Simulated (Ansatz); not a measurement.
## Ru (P6_3/mmc, 2 atoms in the cell) under biaxial strain in the (0001) plane, that of a and b

Wanted: the shifts of the zone-centre modes of Ru (P6_3/mmc, 2 atoms in the cell) with strain.

Method: DFT PBEsol, scalar-relativistic, plane waves, PAW; PAW set soft_1, in Ansatz 0.2.0.

Most raw output is cut from this account.

### Step 1. The starting structure

The structure is hexagonal, space group P6_3/mmc (No. 194). Conventional cell: a = 2.706 Å, b = 2.706 Å, c = 4.282 Å, α = 90.00°, β = 90.00°, γ = 120.00°. Nearest to Ru lie 12 Ru at 2.65 to 2.71 Å.

Structure file:

```cif
data_structure
_symmetry_space_group_name_H-M 'P6_3/mmc'
_symmetry_Int_Tables_number 194
_cell_length_a 2.7058
_cell_length_b 2.7058
_cell_length_c 4.2819
_cell_angle_alpha 90.000
_cell_angle_beta 90.000
_cell_angle_gamma 120.000
_cell_volume 27.15
loop_
_atom_site_label
_atom_site_type_symbol
_atom_site_symmetry_multiplicity
_atom_site_Wyckoff_symbol
_atom_site_fract_x
_atom_site_fract_y
_atom_site_fract_z
_atom_site_occupancy
Ru1 Ru 2 c 0.33333 0.66667 0.25000 1
```

### Step 2. Bringing the structure to rest

The cell and atoms are relaxed, since residual forces and stress would shift the frequencies.

Contents of input.yaml:

```yaml
crystal:
  lattice:
    - [2.7058, 0.0, 0.0]
    - [-1.3529, 2.3432915376, 0.0]
    - [0.0, 0.0, 4.2819]
  atoms:
    - { symbol: Ru, position: [0.33333333, 0.66666667, 0.25] }
    - { symbol: Ru, position: [0.66666667, 0.33333333, 0.75] }
kpoints:
  mp_grid: { grid: [18, 18, 10] }
hamiltonian:
  xc: pbesol
  pseudopotentials: { kind: paw, azcp: { folder: soft_1 }, xc_functional: pbe }
scf:
  occupations: { method: gaussian, width: 0.1 }
output:
  forces: true
  stress: true
  eigenvalues: true
  write_density: true
  write_potential: true
  elf: true
  volumetric_format: npy
relax:
  adjacent_minimum: "off"
  f_tol: 0.005
  max_steps: 80
  cell: { stress_tol: 0.05 }
```

Started as:

```bash
$ ansatz run input.yaml --threads 4 --pin off --max-ram 10240MiB --backend cpu --events-out ev --progress --plain --runs-dir out
```

Wall time 25 s (4 threads of Intel Xeon at 2.50GHz (Skylake/Cascade Lake), shared host); peak memory 0.43 GiB; 73 s of CPU time.

Step by step:

```csv
step,energy less that of the first step (eV),largest force component (eV/Å),pressure (GPa),volume (Å³)
1,0.0000,0.0000,-6.31,27.15
2,0.0018,0.0000,7.88,26.08
3,-0.0109,0.0000,-0.26,26.66
4,-0.0110,0.0000,0.00,26.64
5*,-0.0102,0.0000,-0.02,26.64
```

Relaxation steps marked * repeat the geometry before them on a plane-wave basis chosen anew for their cell, so energy and pressure can jump there. Relaxation step 2 was tried and not accepted.

The run keeps the 24 symmetry operations that it works with, so distortions that break them were not tested.

```
conventional cell, symmetrised  before  after  change
                         a (Å)   2.706  2.690  -0.6 %
                         b (Å)   2.706  2.690  -0.6 %
                         c (Å)   4.282  4.252  -0.7 %
              volume (Å³/atom)   13.57  13.32  -1.9 %
```

The relaxed structure:

```cif
data_structure
_symmetry_space_group_name_H-M 'P 1'
_symmetry_Int_Tables_number 1
_cell_length_a 2.6897
_cell_length_b 2.6897
_cell_length_c 4.2524
_cell_angle_alpha 90.000
_cell_angle_beta 90.000
_cell_angle_gamma 120.000
_cell_volume 26.64
loop_
_atom_site_label
_atom_site_type_symbol
_atom_site_fract_x
_atom_site_fract_y
_atom_site_fract_z
_atom_site_occupancy
Ru1 Ru 0.33333 0.66667 0.25000 1
Ru2 Ru 0.66667 0.33333 0.75000 1
```

Numbers from this step:

```yaml
pressure: -0.02431 GPa
volume_per_atom: 13.32 Å³
gap_on_the_k_mesh: 0 eV
```

Electrostatic potential energy in the ac plane at fractional y = 0.333, with atoms of Ru within 0.2 Å of it. With pseudopotentials it is smooth inside the atoms' cores, unlike the true potential.

Ten even steps from '_' (-72 eV) to '@' (24 eV):
```
@@@@@@@@@@@@@@%%######%%%%@@
@@@@@@@@@@@@%%**++====++##%%
%%@@@@@@@@%%**==::....::==##
%%@@@@@@@@##==::______..--++
##@@@@@@%%**==..________::++
##@@@@@@%%##==..________::++
%%@@@@@@@@##==::______..--++
%%@@@@@@@@%%**==::....::==##
@@@@@@@@@@@@%%**++====++##%%
@@@@@@@@@@@@@@%%######%%%%@@
@@@@@@@@@@@@@@@@@@@@@@@@@@@@
@@@@@@@@@@@@@@@@@@@@@@@@@@@@
@@@@@@@@@@@@@@@@@@@@@@@@@@@@
%%%%##%%%%@@@@@@@@@@@@@@@@@@
%%##****##%%@@@@@@@@@@@@@@@@
##********%%@@@@@@@@@@@@@@%%
##********%%@@@@@@@@@@@@@@%%
%%##****##%%@@@@@@@@@@@@@@@@
%%%%##%%%%@@@@@@@@@@@@@@@@@@
@@@@@@@@@@@@@@@@@@@@@@@@@@@@
@@@@@@@@@@@@@@@@@@@@@@@@@@@@
@@@@@@@@@@@@@@@@@@@@@@@@@@@@
```
Columns run along a (2.7 Å; values clipped at the 3rd and 97th percentile), rows up along c (4.3 Å). Atoms in or near the plane, at fractional coordinates: Ru at (0.67, 0.75).

ELF in the ac plane at fractional y = 0.333, with atoms of Ru within 0.2 Å of it. It is the smooth field of the valence electrons, not physical close to the nuclei.

Ten even steps from '_' (0.21) to '@' (0.61):
```
..::::::........::----::....
__..::::____::++######**==::
..__::..__::++%%@@@@@@@@##==
::........--##@@@@@@@@@@@@**
--..::....==%%@@%%**##@@@@##
--..::....==%%@@%%**##@@@@##
::........--##@@@@@@@@@@@@**
..__::..__::++%%@@@@@@@@##==
__..::::____::++######**==::
..::::::........::----::....
::........::....________....
..________..::::........::::
__________....::::::::::::..
..::::::::......::::::::..__
::======--::......::::..__..
--++**++==--..__........__..
--++**++==--..__........__..
::======--::......::::..__..
..::::::::......::::::::..__
__________....::::::::::::..
..________..::::........::::
::........::....________....
```
Columns run along a (2.7 Å), rows up along c (4.3 Å). Atoms in or near the plane, at fractional coordinates: Ru at (0.67, 0.75).

Valence density in the ac plane at fractional y = 0.333, with atoms of Ru within 0.2 Å of it. It is the smooth field of the valence electrons, not physical close to the nuclei.

Values in e/Å³, 22 rows by 14 columns:
```
 0  0  0  0  0  0  1  1  1  1  1  1  1  0
 0  0  0  0  0  1  1  2  3  3  3  2  1  1
 1  0  0  0  0  1  2  4  5  6  6  5  3  1
 1  0  0  0  1  1  3  6  8 10  9  7  5  2
 1  1  0  0  1  2  4  7 10 12 11  9  6  3
 1  1  0  0  1  2  4  7 10 12 11  9  6  3
 1  0  0  0  1  1  3  6  8 10  9  7  5  2
 1  0  0  0  0  1  2  4  5  6  6  5  3  1
 0  0  0  0  0  1  1  2  3  3  3  2  1  1
 0  0  0  0  0  0  1  1  1  1  1  1  1  0
 0  0  0  0  0  0  0  0  1  1  1  1  0  0
 0  0  0  0  0  0  0  0  0  0  0  0  0  0
 0  1  1  1  1  0  0  0  0  0  0  0  0  0
 1  1  1  1  1  1  0  0  0  0  0  0  0  0
 1  1  2  2  1  1  1  0  0  0  0  0  0  1
 1  2  2  2  2  1  1  0  0  0  0  0  0  1
 1  2  2  2  2  1  1  0  0  0  0  0  0  1
 1  1  2  2  1  1  1  0  0  0  0  0  0  1
 1  1  1  1  1  1  0  0  0  0  0  0  0  0
 0  1  1  1  1  0  0  0  0  0  0  0  0  0
 0  0  0  0  0  0  0  0  0  0  0  0  0  0
 0  0  0  0  0  0  0  0  1  1  1  1  0  0
```
Columns run along a (2.7 Å), rows up along c (4.3 Å). Atoms in or near the plane, at fractional coordinates: Ru at (0.67, 0.75).

In this step the volume went from 13.57 to 13.32 Å³/atom.

### Step 3. Tight relaxation

Phonons need small forces and stress, so the relaxation is finished with tight tolerances on 18×18×12 k points.

Contents of input.yaml:

```yaml
crystal:
  lattice:
    - [2.6896847641, 0.0, 0.0]
    - [-1.344842382, 2.3293353338, 0.0]
    - [0.0, 0.0, 4.2523798121]
  atoms:
    - { symbol: Ru, position: [0.3333333333, 0.6666666667, 0.25] }
    - { symbol: Ru, position: [0.6666666667, 0.3333333333, 0.75] }
kpoints:
  mp_grid: { grid: [18, 18, 12] }
hamiltonian:
  xc: pbesol
  pseudopotentials: { kind: paw, azcp: { folder: soft_1 }, xc_functional: pbe }
scf:
  occupations: { method: methfessel_paxton, width: 0.2 }
output:
  forces: true
  stress: true
  eigenvalues: true
relax:
  adjacent_minimum: "off"
  f_tol: 0.001
  max_steps: 60
  cell: { stress_tol: 0.01 }
```

It took 21 s on 4 threads; peak memory 0.45 GiB; 56 s of CPU time.

Little changed from the start: no atom moved by 0.005 Å and no cell edge by 0.1 %.

This step gave:

```yaml
pressure: 5.01e-4 GPa
```

The forces vanish by symmetry and the pressure is 0.001 GPa, within the tolerances set. The cell now holds 13.32 Å³/atom.

### Step 4. Zone-centre response at rest

The force constants come from the linear response of the density to a displacement.

The modes at rest are the reference of the series.

input.yaml, the sections that differ from step 3:

```yaml
crystal:
  lattice:
    - [2.6904991625, 0.0, 0.0]
    - [-1.3452495812, 2.3300406236, 0.0]
    - [0.0, 0.0, 4.2492958113]
  atoms:
    - { symbol: Ru, position: [0.3333333333, 0.6666666667, 0.25] }
    - { symbol: Ru, position: [0.6666666667, 0.3333333333, 0.75] }
output:
  eigenvalues: true
phonons:
  method: dfpt
# kpoints, hamiltonian, scf: as in step 3
# relax: removed
```

Elapsed: 87 s, on 4 threads; peak memory 1.3 GiB.

This step gave:

```yaml
sum_rule_residual_before_enforcement: 9.45e-5 eV/Å²
point_group: 6/mmm
highest_optical_mode_at_the_zone_centre_no_lo_to_term: 271.2 cm⁻¹
lowest_optical_zone_centre_mode: 207.5 cm⁻¹
```

Patterns of degenerate modes are one choice out of their space. Modes at Γ:

```csv
mode,frequency (cm⁻¹),symmetry
1,0.0,acoustic
2,0.0,acoustic
3,0.0,acoustic
4,207.5,E2g
5,207.5,E2g
6,271.2,B1g
```

Displacements in mode 5 (207.5 cm⁻¹), the largest set to 1:
```
Ru1  0.00  1.00  0.00
Ru2  0.00 -1.00  0.00
```

Displacements in mode 6 (271.2 cm⁻¹), the largest set to 1:
```
Ru1  0.00  0.00  1.00
Ru2  0.00  0.00 -1.00
```

Before it was imposed, the acoustic sum rule was missed by 9.4e-5 eV/Å². Small misses are needed for a sound result but don't prove that mesh and cutoff are converged. The lowest optical mode is real, 208 cm⁻¹.

### Step 5. Relaxation of a member: biaxial strain of +4 % in the (0001) plane, that of a and b

The cell takes a biaxial strain of +4 % in the (0001) plane, that of a and b. The strained lengths are held, while the rest of the cell and the atoms relax.

input.yaml, the sections that differ from step 4:

```yaml
crystal:
  lattice:
    - [2.798119129, 0.0, 0.0]
    - [-1.3990595645, 2.4232422485, 0.0]
    - [0.0, 0.0, 4.1778640295]
  atoms:
    - { symbol: Ru, position: [0.3333333333, 0.6666666667, 0.25] }
    - { symbol: Ru, position: [0.6666666667, 0.3333333333, 0.75] }
output:
  forces: true
  stress: true
  eigenvalues: true
relax:
  adjacent_minimum: "off"
  f_tol: 0.001
  max_steps: 60
  cell: { stress_tol: 0.01, fix: [a, b, gamma] }
# kpoints, hamiltonian, scf: as in step 4
# phonons: removed
```

The job ended after 33 s (4 threads; peak memory 0.46 GiB).

Step by step:

```csv
step,energy less that of the first step (eV),largest force component (eV/Å),pressure (GPa),volume (Å³)
1,0.0000,0.0000,-16.75,28.33
2,-0.0010,0.0000,-13.42,28.04
3,-0.0020,0.0000,-14.98,28.17
4,-0.0020,0.0000,-14.95,28.17
5*,-0.0018,0.0000,-14.95,28.17
6,-0.0018,0.0000,-14.95,28.17
7*,-0.0018,0.0000,-14.95,28.17
```

Relaxation steps marked * repeat the geometry before them on a plane-wave basis chosen anew for their cell, so energy and pressure can jump there.

The run keeps the 24 symmetry operations that it works with, so distortions that break them were not tested.

| conventional cell, symmetrised | before | after | change |
| --- | --- | --- | --- |
| a (Å) | 2.798 | 2.798 | -0.0 % |
| b (Å) | 2.798 | 2.798 | -0.0 % |
| c (Å) | 4.178 | 4.154 | -0.6 % |
| volume (Å³/atom) | 14.16 | 14.08 | -0.6 % |

The relaxed structure:

```
Ru
1.0
     2.79812    0.00000    0.00000
    -1.39906    2.42324    0.00000
     0.00000    0.00000    4.15402
Ru
2
Cartesian
  0.0000 1.6155 1.0385
  1.3991 0.8077 3.1155
```

Numbers from this step:

* pressure: -14.95 GPa
* volume per atom: 14.08 Å³

The forces vanish by symmetry.

The cell shrank by 0.6 % in volume.

### Step 6. Modes of this member: biaxial strain of +4 % in the (0001) plane, that of a and b

The zone-centre modes follow for biaxial strain of +4 % in the (0001) plane, that of a and b.

input.yaml, the sections that differ from step 5:

```yaml
crystal:
  lattice:
    - [2.798119129, 0.0, 0.0]
    - [-1.3990595645, 2.4232422485, 0.0]
    - [0.0, 0.0, 4.1540185431]
  atoms:
    - { symbol: Ru, position: [0.3333333333, 0.6666666667, 0.25] }
    - { symbol: Ru, position: [0.6666666667, 0.3333333333, 0.75] }
output:
  eigenvalues: true
phonons:
  method: dfpt
# kpoints, hamiltonian, scf: as in step 5
# relax: removed
```

The job ended after 80 s (4 threads; peak memory 1.3 GiB).

Numbers from this step:

- sum-rule residual before enforcement: 6.31e-5 eV/Å²
- highest optical mode at the zone centre (no LO-TO term): 271.6 cm⁻¹
- lowest optical zone-centre mode: 202.5 cm⁻¹

Patterns of degenerate modes are one choice out of their space. Modes at Γ:

| mode | frequency (cm⁻¹) | symmetry |
| --- | --- | --- |
| 1 | 0.0 | acoustic |
| 2 | 0.0 | acoustic |
| 3 | 0.0 | acoustic |
| 4 | 202.5 | E2g |
| 5 | 202.5 | E2g |
| 6 | 271.6 | B1g |

Displacements in mode 5 (202.5 cm⁻¹), the largest set to 1:
```
Ru1  0.00  1.00  0.00
Ru2  0.00 -1.00  0.00
```

Displacements in mode 6 (271.6 cm⁻¹), the largest set to 1:
```
Ru1  0.00  0.00  1.00
Ru2  0.00  0.00 -1.00
```

The lowest optical mode is real, 203 cm⁻¹, and the highest lies at 271.6 cm⁻¹.

### Step 7. Relaxation of a member: biaxial strain of -4 % in the (0001) plane, that of a and b

The cell takes a biaxial strain of -4 % in the (0001) plane, that of a and b. The strained lengths are held, while the rest of the cell and the atoms relax.

input.yaml, the sections that differ from step 6:

```yaml
crystal:
  lattice:
    - [2.5828791961, 0.0, 0.0]
    - [-1.291439598, 2.2368389987, 0.0]
    - [0.0, 0.0, 4.3207229832]
  atoms:
    - { symbol: Ru, position: [0.3333333333, 0.6666666667, 0.25] }
    - { symbol: Ru, position: [0.6666666667, 0.3333333333, 0.75] }
output:
  forces: true
  stress: true
  eigenvalues: true
relax:
  adjacent_minimum: "off"
  f_tol: 0.001
  max_steps: 60
  cell: { stress_tol: 0.01, fix: [a, b, gamma] }
# kpoints, hamiltonian, scf: as in step 6
# phonons: removed
```

It took 32 s on 4 threads; peak memory 0.45 GiB.

The steps of the relaxation:

```csv
step,energy less that of the first step (eV),largest force component (eV/Å),pressure (GPa),volume (Å³)
1,0.0000,0.0000,26.98,24.96
2,-0.0005,0.0000,23.16,25.19
3,-0.0015,0.0000,24.68,25.10
4,-0.0015,0.0000,24.70,25.10
5*,-0.0018,0.0000,24.71,25.10
6,-0.0018,0.0000,24.70,25.10
7*,-0.0018,0.0000,24.70,25.10
```

Relaxation steps marked * repeat the geometry before them on a plane-wave basis chosen anew for their cell, so energy and pressure can jump there.

The run keeps the 24 symmetry operations that it works with, so distortions that break them were not tested.

| conventional cell, symmetrised | before | after | change |
| --- | --- | --- | --- |
| a (Å) | 2.583 | 2.583 | -0.0 % |
| b (Å) | 2.583 | 2.583 | -0.0 % |
| c (Å) | 4.321 | 4.344 | +0.5 % |
| volume (Å³/atom) | 12.48 | 12.55 | +0.5 % |

The relaxed structure:

```
Ru
1.0
     2.58288    0.00000    0.00000
    -1.29144    2.23684    0.00000
     0.00000    0.00000    4.34396
Ru
2
Direct
  0.33333 0.66667 0.25000
  0.66667 0.33333 0.75000
```

This step gave:

```
pressure        : 24.70 GPa
volume per atom : 12.55 Å³
```

The forces vanish by symmetry.

The cell grew by 0.5 % in volume.

### Step 8. Modes of this member: biaxial strain of -4 % in the (0001) plane, that of a and b

The zone-centre modes follow for biaxial strain of -4 % in the (0001) plane, that of a and b.

input.yaml, the sections that differ from step 7:

```yaml
crystal:
  lattice:
    - [2.5828791961, 0.0, 0.0]
    - [-1.291439598, 2.2368389987, 0.0]
    - [0.0, 0.0, 4.3439579585]
  atoms:
    - { symbol: Ru, position: [0.3333333333, 0.6666666667, 0.25] }
    - { symbol: Ru, position: [0.6666666667, 0.3333333333, 0.75] }
output:
  eigenvalues: true
phonons:
  method: dfpt
# kpoints, hamiltonian, scf: as in step 7
# relax: removed
```

It took 69 s on 4 threads; peak memory 1.2 GiB.

Numbers from this step:

```
sum-rule residual before enforcement                    : 1.93e-4 eV/Å²
highest optical mode at the zone centre (no LO-TO term) : 262.8 cm⁻¹
lowest optical zone-centre mode                         : 205.9 cm⁻¹
```

Patterns of degenerate modes are one choice out of their space. Modes at Γ:

| mode | frequency (cm⁻¹) | symmetry |
| --- | --- | --- |
| 1 | 0.0 | acoustic |
| 2 | 0.0 | acoustic |
| 3 | 0.0 | acoustic |
| 4 | 205.9 | E2g |
| 5 | 205.9 | E2g |
| 6 | 262.8 | B1g |

The lowest optical mode is real, 206 cm⁻¹, and the highest lies at 262.8 cm⁻¹.

Between step 4 and this run (strain -4 %) the value for the highest optical mode at the zone centre (no LO-TO term) moves from 271 cm⁻¹ to 263 cm⁻¹ (-3 %).

### Step 9. All members side by side

The members are set side by side, also those not shown above.

Stress is positive in compression; energies are extrapolated to zero smearing, and E0 is that at rest; the edges not held and the atoms are relaxed in each cell; all runs use 18×18×12 k points and Methfessel-Paxton smearing of 0.2 eV. State of the crystal along the series:

```csv
strain (%),in-plane stress (GPa),free strain along c (%),E - E0 (meV/atom)
-4,37.05,2.228,111.9
-3,26.04,1.681,60.5
-2,16.3,1.121,25.89
-1,7.67,0.5574,6.234
0,0.001717,0,0
1,-6.777,-0.5539,5.811
2,-12.7,-1.115,22.31
3,-17.87,-1.681,48.13
4,-22.42,-2.242,82.14
```

Optical modes are counted from below at rest and tracked from member to member by their patterns, and modes that stay within 0.3 cm⁻¹ of each other stand once; labels, where given, are those at rest; the edges not held and the atoms are relaxed in each cell; all runs use 18×18×12 k points and Methfessel-Paxton smearing of 0.2 eV. Optical modes along the series:

```
strain (%)  optical mode 1 E2g (cm⁻¹)  optical mode 2 B1g (cm⁻¹)
        -4                      205.9                      262.8
        -3                      206.9                      265.3
        -2                      207.8                      267.8
        -1                        208                      269.8
         0                      207.5                      271.2
         1                      206.6                      271.8
         2                      205.3                      271.8
         3                      204.1                      271.5
         4                      202.5                      271.6
```

Value and slope at zero strain of a cubic (a lower polynomial where under five rows exist) through the rows within 2 % of rest. Slopes at rest:

```csv
mode,frequency (cm⁻¹),shift per percent of strain (cm⁻¹),shift per GPa of compressive stress (cm⁻¹)
optical mode 1 E2g,207.5,-0.73,0.1
optical mode 2 B1g,271.2,0.99,-0.14
```

### Step 10. What came out

* members: 9
* highest optical mode at the zone centre (no LO-TO term), at rest: 271.2 cm⁻¹
* biaxial modulus in the (0001) plane, that of a and b: 721 GPa
* optical mode 1 E2g, shift per percent: -0.73 cm⁻¹
* optical mode 2 B1g, shift per percent: 0.99 cm⁻¹

The stress changes by 7.21 GPa for each percent, a biaxial modulus of 721 GPa in the (0001) plane, that of a and b. For each percent the free edge responds with -0.55 %. Within 2 % of rest optical mode 1 E2g and optical mode 2 B1g bend away from a straight line, so a single slope holds only near rest. These are harmonic frequencies at zero temperature: anharmonic shifts, linewidths and thermal expansion are left out. With no gap, or one that is small against the smearing, the frequencies hang on the k mesh and the smearing, most of all near Kohn anomalies. The PAW files were made for PBE; the program adapts parts of them to the functional of the run, but their partial waves stay those of PBE, an approximation that was not tested in this session. Only the zone centre was solved, so an instability at another wavevector cannot show here.

[Logs are printed without paths, hosts, clocks, repeated set-up lines and the standing remarks that a program may print on its own settings, such as how far it seeks lower states.]

[Hosts, paths, dates, database ids (printed as entryN), source tags and the programs' standing remarks are cut or masked in the printed files.]
